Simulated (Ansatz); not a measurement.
# Phonons of ZnNi (Pm-3m) against volume, part 2 of 2

Wanted: mode Grüneisen parameters of ZnNi (Pm-3m).

Ansatz 0.2.0; DFT PBEsol, scalar-relativistic, plane waves, PAW; PAW set soft_1.

So far, highest frequency on path, mesh or solved points (cm⁻¹): step 2 (response at finite wavevector) 276.

The database entry behind the starting cell is an old determination (1936), so it need not match the best structure at room temperature.

### 4. Phonons at the other volume, volume ratio 0.97

The phonons are repeated at this volume on the same meshes, so that differences come from the volume alone.

File input.yaml:

```yaml
crystal:
  lattice:
    - [2.812502873, 0.0, 0.0]
    - [0.0, 2.812502873, 0.0]
    - [0.0, 0.0, 2.812502873]
  atoms:
    - { symbol: Zn, position: [0.5, 0.5, 0.5] }
    - { symbol: Ni, position: [0.0, 0.0, 0.0] }
kpoints:
  mp_grid: { grid: [16, 16, 16] }
hamiltonian:
  xc: pbesol
  pseudopotentials: { kind: paw, azcp: { folder: soft_1 }, xc_functional: pbe }
scf:
  occupations: { method: methfessel_paxton, width: 0.2 }
output:
  eigenvalues: true
phonons:
  method: dfpt
  qmesh: [4, 4, 4]
  temperatures: { t_max: 1000, t_step: 50 }
  qpath:
    path:
      - [[0.0, 0.0, 0.0], [0.0, 0.5, 0.0], [0.5, 0.5, 0.0], [0.0, 0.0, 0.0], [0.5, 0.5, 0.5], [0.0, 0.5, 0.0]]
      - [[0.5, 0.5, 0.5], [0.5, 0.5, 0.0]]
    npoints: 10
```

Run with:

```
ansatz run input.yaml --threads 4 --pin off --max-ram 10240MiB --backend cpu --events-out ev --progress --plain --runs-dir out
```

The program printed:

```text
[...]
Crystal: 2 atoms, lattice volume = 22.247 Å³
Basis set: ecut = 420 eV, 461 PW (Γ), exchange–correlation on 40×40×40 points (8 copies of the dense FFT grid, shifted against one another)
Bands: 19, of which v1, the nominal top of the filled ones, is band 15 counted from 1 (14 counted from 0)
Symmetry: 48 space group operations
k-points: 165 of 4096
[...]
SCF iter   1: F=—  HF=-9086.930640 eV  |F-HF|=—  |Δ(HF+E_count)|=         —  Δρ=1.20e-1  dr2=3.04e0  ethr=3.10e-3  ⟨swp⟩=5.0  Hψ=15622  notcnv=0
[...]
SCF iter  10: F=-9086.394107 eV  HF=-9086.394107 eV  |F-HF|=3.64e-12  |Δ(HF+E_count)|=  2.91e-11  S|Δr|=    0.00e0  Δρ=4.69e-8  dr2=2.87e-13  ethr=1.00e-12  ⟨swp⟩=6.8  Hψ=16339  notcnv=0
SCF 1 converged in 10 iterations: F = -9086.394107 eV  dr2 = 2.87e-13
[...]
SCF iter   9: F=-9086.394107 eV  HF=-9086.394107 eV  |F-HF|=1.82e-12  |Δ(HF+E_count)|=  5.46e-12  S|Δr|=    0.00e0  Δρ=4.03e-8  dr2=5.20e-13  ethr=1.00e-12  ⟨swp⟩=2.0  Hψ=8303  notcnv=0
SCF 2 converged in 9 iterations: F = -9086.394107 eV  dr2 = 5.20e-13
[...]
NSCF: frozen V_eff on 165 k-points
[...]
SCF converged after 10 iterations
[...]
Free energy (F): -9086.394107 eV
[...]
Internal energy: -9086.391134 eV  (E = F + TS)
E sigma→0 (E₀):  -9086.393364 eV
Entropy (-TS):   -0.002973 eV (-1.486 meV/atom)
Fermi energy:    16.371850 eV
[...]
--- Band table (eV; the first three rows and the last of 165) ---
  k-point 0: bands = [... 11 lower, 13.9869, 15.3698, 15.3698, 15.3698, 23.8320, 23.8320, 23.8320, 29.5371]
  k-point 1: bands = [... 11 lower, 13.9924, 15.3283, 15.3283, 15.3656, 23.1630, 23.9665, 23.9665, 29.5659]
  k-point 2: bands = [... 11 lower, 14.0008, 15.2141, 15.2141, 15.3536, 21.7252, 24.3588, 24.3588, 29.6531]
  k-point 164: bands = [... 11 lower, 12.7735, 15.7302, 15.7302, 21.6629, 21.9638, 21.9638, 21.9638, 22.6225]
[...]
ASR residual: 5.629e-6 → 0.000e0 eV/Å²; symmetrization residual: 3.698e-6 eV/Å²
  ASR residual per site (eV/Å²): 2.76e-6 5.63e-6
  Γ frequencies (cm⁻¹): 0.00 0.00 0.00 267.67 267.67 267.67
--- Phonons (arbitrary-q DFPT): 10 irreducible q on the 4×4×4 mesh ---
[...]
interpolated dispersion: 62 rows × 6 modes
[...]
```

Run time: 6.7 min. Hardware: 4 threads of Arm Neoverse V2, shared host; peak memory 3 GiB.

Numbers from this step:

| Property | Result |
| --- | --- |
| sum-rule residual before enforcement | 5.63e-6 eV/Å² |
| highest frequency on path, mesh or solved points | 295.4 cm⁻¹ |
| mean frequency | 193.2 cm⁻¹ |
| Debye temperature (second moment) | 379 K |
| logarithmic mean frequency | 179.5 cm⁻¹ |
| highest optical mode at the zone centre (no LO-TO term) | 267.7 cm⁻¹ |
| lowest optical zone-centre mode | 267.7 cm⁻¹ |
| lowest mode on the q mesh (acoustic modes at Γ apart) | 50.61 cm⁻¹ |
| zero-point energy per atom | 35.93 meV |
| heat capacity at 300 K | 23.07 J/(mol atoms K) |
| vibrational entropy at 300 K | 29.65 J/(mol atoms K) |

Frequencies (cm⁻¹) solved at each irreducible wavevector; negative means imaginary. Frequencies by wavevector, by row:

| q in reciprocal lattice units | star | mode 1 | mode 2 | mode 3 | mode 4 | mode 5 | mode 6 |
| --- | --- | --- | --- | --- | --- | --- | --- |
| 0 0 0 | 1 | 0 | 0 | 0 | 267.7 | 267.7 | 267.7 |
| 0 0 0.25 | 6 | 109.5 | 109.5 | 132.6 | 248.7 | 248.7 | 257.5 |
| 0 0 -0.5 | 3 | 189.1 | 189.1 | 200.7 | 200.7 | 217.1 | 228.3 |
| 0 0.25 0.25 | 12 | 50.6 | 140.4 | 198.1 | 217 | 234.7 | 278.5 |
| 0 0.25 -0.5 | 12 | 120.3 | 123 | 187.4 | 202.8 | 269.9 | 272.4 |
| 0 -0.5 -0.5 | 3 | 68.9 | 68.9 | 185.4 | 205.4 | 295.4 | 295.4 |
| 0.25 0.25 0.25 | 8 | 120.5 | 120.5 | 165.3 | 247.4 | 257.8 | 257.8 |
| 0.25 0.25 -0.5 | 12 | 120 | 129.1 | 195.4 | 202.1 | 267.7 | 273.1 |
| 0.25 -0.5 -0.5 | 6 | 129.2 | 129.2 | 199.9 | 201.6 | 270.6 | 270.6 |
| -0.5 -0.5 -0.5 | 1 | 196 | 196 | 196 | 216.5 | 216.5 | 216.5 |

The highest optical mode at the zone centre (no LO-TO term) is 267.7 cm⁻¹, +15.7 cm⁻¹ against the base run.

### 5. Relaxing at another volume, volume ratio 1.03

The volume is scaled by 1.03 and held; symmetry leaves nothing to relax, so this is a single point. The modes can then be followed against volume.

input.yaml, the sections that differ from step 4:

```yaml
crystal:
  lattice:
    - [2.8693364251, 0.0, 0.0]
    - [0.0, 2.8693364251, 0.0]
    - [0.0, 0.0, 2.8693364251]
  atoms:
    - { symbol: Zn, position: [0.5, 0.5, 0.5] }
    - { symbol: Ni, position: [0.0, 0.0, 0.0] }
output:
  forces: true
  stress: true
  eigenvalues: true
  write_density: true
  write_potential: true
  elf: true
  volumetric_format: npy
# kpoints, hamiltonian, scf: as in step 4
# phonons: removed
```

The program printed:

```text
[...]
Crystal: 2 atoms, lattice volume = 23.624 Å³
Basis set: ecut = 420 eV, 461 PW (Γ), exchange–correlation on 40×40×40 points (8 copies of the dense FFT grid, shifted against one another)
Bands: 19, of which v1, the nominal top of the filled ones, is band 15 counted from 1 (14 counted from 0)
Symmetry: 48 space group operations
[...]
k-points: 165 of 4096
[...]
--- Band table (eV; the first three rows and the last of 165) ---
  k-point 0: bands = [... 11 lower, 12.9426, 14.2248, 14.2248, 14.2248, 22.3623, 22.3623, 22.3623, 27.8751]
  k-point 1: bands = [... 11 lower, 12.9474, 14.1877, 14.1877, 14.2214, 21.7033, 22.4883, 22.4883, 27.9049]
  k-point 2: bands = [... 11 lower, 12.9539, 14.0855, 14.0855, 14.2117, 20.2978, 22.8567, 22.8567, 27.9949]
  k-point 164: bands = [... 11 lower, 11.8533, 14.5625, 14.5625, 19.9780, 20.5512, 20.5512, 20.5512, 21.1429]
[key lines of the parts left out:]
SCF converged after 8 iterations
Free energy (F): -9086.395401 eV
Fermi energy:    15.154714 eV
P = ⅓ Tr σ = -4.7375 GPa (-47.375 kbar)
```

The job ended after 1.4 s (4 threads; peak memory 0.37 GiB).

Numbers from this step:

| Item | Value |
| --- | --- |
| pressure | -4.738 GPa |
| volume per atom | 11.81 Å³ |

The run ends at a pressure of -4.74 GPa.

### 6. Phonons at the other volume, volume ratio 1.03

The phonons are repeated at this volume on the same meshes, so that differences come from the volume alone.

input.yaml, the sections that differ from step 5:

```yaml
output:
  eigenvalues: true
phonons:
  method: dfpt
  qmesh: [4, 4, 4]
  temperatures: { t_max: 1000, t_step: 50 }
  qpath:
    path:
      - [[0.0, 0.0, 0.0], [0.0, 0.5, 0.0], [0.5, 0.5, 0.0], [0.0, 0.0, 0.0], [0.5, 0.5, 0.5], [0.0, 0.5, 0.0]]
      - [[0.5, 0.5, 0.5], [0.5, 0.5, 0.0]]
    npoints: 10
# crystal, kpoints, hamiltonian, scf: as in step 5
```

The program printed:

```text
[...]
Crystal: 2 atoms, lattice volume = 23.624 Å³
Basis set: ecut = 420 eV, 461 PW (Γ), exchange–correlation on 40×40×40 points (8 copies of the dense FFT grid, shifted against one another)
Bands: 19, of which v1, the nominal top of the filled ones, is band 15 counted from 1 (14 counted from 0)
Symmetry: 48 space group operations
k-points: 165 of 4096
[...]
k-point 164: bands = [... 11 lower, 11.8533, 14.5625, 14.5625, 19.9780, 20.5512, 20.5512, 20.5512, 21.1429]
[...]
ASR residual: 4.300e-5 → 0.000e0 eV/Å²; symmetrization residual: 6.846e-6 eV/Å²
  ASR residual per site (eV/Å²): 4.30e-5 2.57e-5
  Γ frequencies (cm⁻¹): 0.00 0.00 0.00 237.07 237.07 237.07
--- Phonons (arbitrary-q DFPT): 10 irreducible q on the 4×4×4 mesh ---
[...]
interpolated dispersion: 62 rows × 6 modes
[...]
[key lines of the parts left out:]
SCF converged after 10 iterations
Free energy (F): -9086.395401 eV
Fermi energy:    15.154713 eV
```

Wall time 6.9 min (4 threads); peak memory 3.1 GiB.

This step gave:

```
sum-rule residual before enforcement                    : 4.30e-5 eV/Å²
highest frequency on path, mesh or solved points        : 258.5 cm⁻¹
mean frequency                                          : 170.8 cm⁻¹
Debye temperature (second moment)                       : 334 K
logarithmic mean frequency                              : 159 cm⁻¹
highest optical mode at the zone centre (no LO-TO term) : 237.1 cm⁻¹
lowest optical zone-centre mode                         : 237.1 cm⁻¹
lowest mode on the q mesh (acoustic modes at Γ apart)   : 45.24 cm⁻¹
zero-point energy per atom                              : 31.76 meV
heat capacity at 300 K                                  : 23.47 J/(mol atoms K)
vibrational entropy at 300 K                            : 32.47 J/(mol atoms K)
```

The highest optical mode at the zone centre (no LO-TO term) is 237.1 cm⁻¹, -14.9 cm⁻¹ against the base run.

### 7. Grüneisen parameters

The Grüneisen parameter of a mode is minus the logarithmic change of its frequency with volume, −d ln ω / d ln V; weighted by heat capacity it gives the expansion.

This step gave:

```
bulk modulus : 173.1 GPa
```

Phonon branches along the path, in cm⁻¹:

| point | branch 1 | branch 2 | branch 3 | branch 4 | branch 5 | branch 6 |
| --- | --- | --- | --- | --- | --- | --- |
| Γ | 0 | 0 | 0 | 252 | 252 | 252 |
| halfway | 104 | 104 | 124 | 234 | 234 | 242 |
| X | 179 | 179 | 190 | 190 | 202 | 216 |
| halfway | 114 | 116 | 177 | 192 | 252 | 255 |
| M | 65 | 65 | 175 | 195 | 276 | 276 |
| halfway | 48 | 133 | 187 | 204 | 221 | 261 |
| Γ | 0 | 0 | 0 | 252 | 252 | 252 |
| halfway | 114 | 114 | 157 | 232 | 242 | 242 |
| R | 180 | 180 | 180 | 204 | 204 | 204 |
| halfway | 113 | 123 | 182 | 191 | 250 | 256 |
| X | 179 | 179 | 190 | 190 | 202 | 216 |
| jump to R | 180 | 180 | 180 | 204 | 204 | 204 |
| halfway | 121 | 121 | 187 | 190 | 253 | 253 |
| M | 65 | 65 | 175 | 195 | 276 | 276 |

The same for volume x 0.97:

| point | branch 1 | branch 2 | branch 3 | branch 4 | branch 5 | branch 6 |
| --- | --- | --- | --- | --- | --- | --- |
| Γ | 0 | 0 | 0 | 268 | 268 | 268 |
| X | 189 | 189 | 201 | 201 | 217 | 228 |
| M | 69 | 69 | 185 | 205 | 295 | 295 |
| Γ | 0 | 0 | 0 | 268 | 268 | 268 |
| R | 196 | 196 | 196 | 216 | 216 | 216 |
| X | 189 | 189 | 201 | 201 | 217 | 228 |
| R | 196 | 196 | 196 | 216 | 216 | 216 |
| M | 69 | 69 | 185 | 205 | 295 | 295 |

The same for volume x 1.03:

| point | branch 1 | branch 2 | branch 3 | branch 4 | branch 5 | branch 6 |
| --- | --- | --- | --- | --- | --- | --- |
| Γ | 0 | 0 | 0 | 237 | 237 | 237 |
| X | 169 | 169 | 179 | 179 | 189 | 203 |
| M | 61 | 61 | 166 | 185 | 258 | 258 |
| Γ | 0 | 0 | 0 | 237 | 237 | 237 |
| R | 165 | 165 | 165 | 193 | 193 | 193 |
| X | 169 | 169 | 179 | 179 | 189 | 203 |
| R | 165 | 165 | 165 | 193 | 193 | 193 |
| M | 61 | 61 | 166 | 185 | 258 | 258 |

The first set of phonon branches as a text plot (rows in cm⁻¹):

```
    289 |
    277 |             ****                                     **
    265 |           **   *****                                *
    252 |***       *      *   *********  ***       ****      *
    240 |  ***    **           **      **** *     *   **    *
    228 |    **   *        ** **    *   *  *     *     **  *
    215 |     ****         ****      **     **  *       ***
    203 |      ***        *  *         *      *****      ***
    191 |      ***********   *         *           *** ***  *****
    178 |       **********                   **************** ***
    166 |     ** *        *   *      **     **  *       *
    154 |         *        **           *        *     *   *
    142 |    **   *                      ****     *   **
    129 |   *      *      *  * *         ***      *****     *
    117 |    *                *     *   *          ***       *
    105 |   *       *    *
     92 |                      **      *                      *
     80 |  *         ** *                                      *
     68 |  *           **            **                         *
     55 | *              ****   *  *
     43 | *                  **  *  *
     31 |*                     * *
     18 |*                      *  *
      6 |                        **
         Γ      X      M          Γ            R        X|R     M
```

Mode Grueneisen parameter -dln(w)/dln(V), modes matched by rank; at Γ the acoustic branches take the value of a neighbouring point of the path. The mode Grüneisen parameters at the labelled points ():

| point | branch 1 | branch 2 | branch 3 | branch 4 | branch 5 | branch 6 |
| --- | --- | --- | --- | --- | --- | --- |
| Γ | 1.68 | 1.68 | 2.37 | 2.02 | 2.02 | 2.02 |
| halfway | 1.71 | 1.71 | 2.26 | 2.00 | 2.00 | 2.06 |
| X | 1.86 | 1.86 | 1.90 | 1.90 | 2.34 | 1.92 |
| halfway | 1.94 | 1.89 | 1.86 | 1.78 | 2.22 | 2.15 |
| M | 2.06 | 2.06 | 1.85 | 1.71 | 2.22 | 2.22 |
| halfway | 1.88 | 1.74 | 1.98 | 2.09 | 1.95 | 2.16 |
| Γ | 2.31 | 1.63 | 2.07 | 2.02 | 2.02 | 2.02 |
| halfway | 2.01 | 2.01 | 1.67 | 2.11 | 2.17 | 2.17 |
| R | 2.85 | 2.85 | 2.85 | 1.95 | 1.95 | 1.95 |
| halfway | 1.97 | 1.57 | 2.45 | 1.92 | 2.26 | 2.11 |
| X | 1.86 | 1.86 | 1.90 | 1.90 | 2.34 | 1.92 |
| jump to R | 2.85 | 2.85 | 2.85 | 1.95 | 1.95 | 1.95 |
| halfway | 2.29 | 2.29 | 2.27 | 1.92 | 2.26 | 2.26 |
| M | 2.06 | 2.06 | 1.85 | 1.71 | 2.22 | 2.22 |

The mode Grüneisen parameters as a text plot (rows in , shown from 1.6 to 2.9 only):

```
   2.82 |                                     ***         *
   2.77 |                                        *
   2.72 |
   2.67 |                                    *    *       *
   2.62 |                                       *          *
   2.57 |                                       *  *
   2.52 |                                    *
   2.47 |                                   *       *       *
   2.42 |                                        *         *
   2.37 |*                                                  *
   2.32 | **    *                **        *     *   *   *
   2.27 |   ** * *                               *****  *   **
   2.21 |     *   ***********            *****   **   **   *  ***
   2.16 |           *     ****          *** *   *  *
   2.11 |          *     *   ****      **    *     **     *    **
   2.06 | *****   *    **       *** ****          *  **
   2.01 |****  *      * * *    ******   *             **
   1.96 |    **  *****   * ****     *         ***** *   * **
   1.91 |      ***  *     ***  *     ***           *******  ***
   1.86 |      ********** *  **                        ***    ***
   1.81 |          *     *         ****    *       *    *      *
   1.76 |    **     **   *****         *                        *
   1.71 |   *         ***     **                       *
   1.66 |***                    ***     ***
         Γ      X      M          Γ            R        X|R     M
```

(dS/dlnV)/C_V. Table of thermodynamic Grueneisen parameter by temperature:

| temperature (K) | thermodynamic Grueneisen parameter |
| --- | --- |
| 50 | 1.95 |
| 100 | 1.99 |
| 150 | 2.01 |
| 200 | 2.01 |
| 250 | 2.02 |
| 300 | 2.02 |
| 350 | 2.02 |
| 400 | 2.02 |
| 450 | 2.02 |
| 500 | 2.02 |
| 550 | 2.02 |
| 600 | 2.02 |
| 650 | 2.02 |
| 700 | 2.02 |
| 750 | 2.02 |
| 800 | 2.02 |
| 850 | 2.02 |
| 900 | 2.02 |
| 950 | 2.02 |
| 1000 | 2.02 |

Gamma C_V/(B V) at the static volume. Table of volume expansion by temperature:

| temperature (K) | volume expansion (1e-6/K) |
| --- | --- |
| 50 | 8.96 |
| 100 | 24.3 |
| 150 | 32.3 |
| 200 | 36.1 |
| 250 | 38.1 |
| 300 | 39.3 |
| 350 | 40.0 |
| 400 | 40.5 |
| 450 | 40.9 |
| 500 | 41.1 |
| 550 | 41.3 |
| 600 | 41.4 |
| 650 | 41.5 |
| 700 | 41.6 |
| 750 | 41.7 |
| 800 | 41.8 |
| 850 | 41.8 |
| 900 | 41.9 |
| 950 | 41.9 |
| 1000 | 41.9 |

### 8. Outcome

- bulk modulus: 173 GPa
- thermodynamic Grüneisen parameter at 300 K: 2.018
- volume expansion at 300 K, estimated: 39.29 × 10⁻⁶ K⁻¹

In words: By this estimate the volume grows by 39.3 × 10⁻⁶ per kelvin at 300 K. The highest optical mode at Γ goes from 268 to 237 cm⁻¹ as the cell grows, a Grüneisen parameter of 2.02. Mode parameters on the path run from 1.5 to 2.9, with a median of 2.0. Branches are matched by rank, so values near crossings are rough. The expansion is the Grüneisen estimate at the static volume, with the static bulk modulus. With no gap, or one that is small against the smearing, the frequencies hang on the k mesh and the smearing, most of all near Kohn anomalies. The phonon runs are without spin polarisation, although Ni often carries a moment. The PAW files were made for PBE and serve the other functionals too. A phonon run warned that its eigensolver left some bands unconverged in a pass.

[Long decimals in the printed logs are rounded to 6 places.]

[Logs are printed without paths, hosts, clocks, repeated set-up lines and the standing remarks that a program may print on its own settings, such as how far it seeks lower states.]

[Hosts, paths, dates, database ids (printed as entryN), source tags and the programs' standing remarks are cut or masked in the printed files.]

[Where the starting crystal was built by hand or by swapping elements, it need not be the compound's stable phase.]
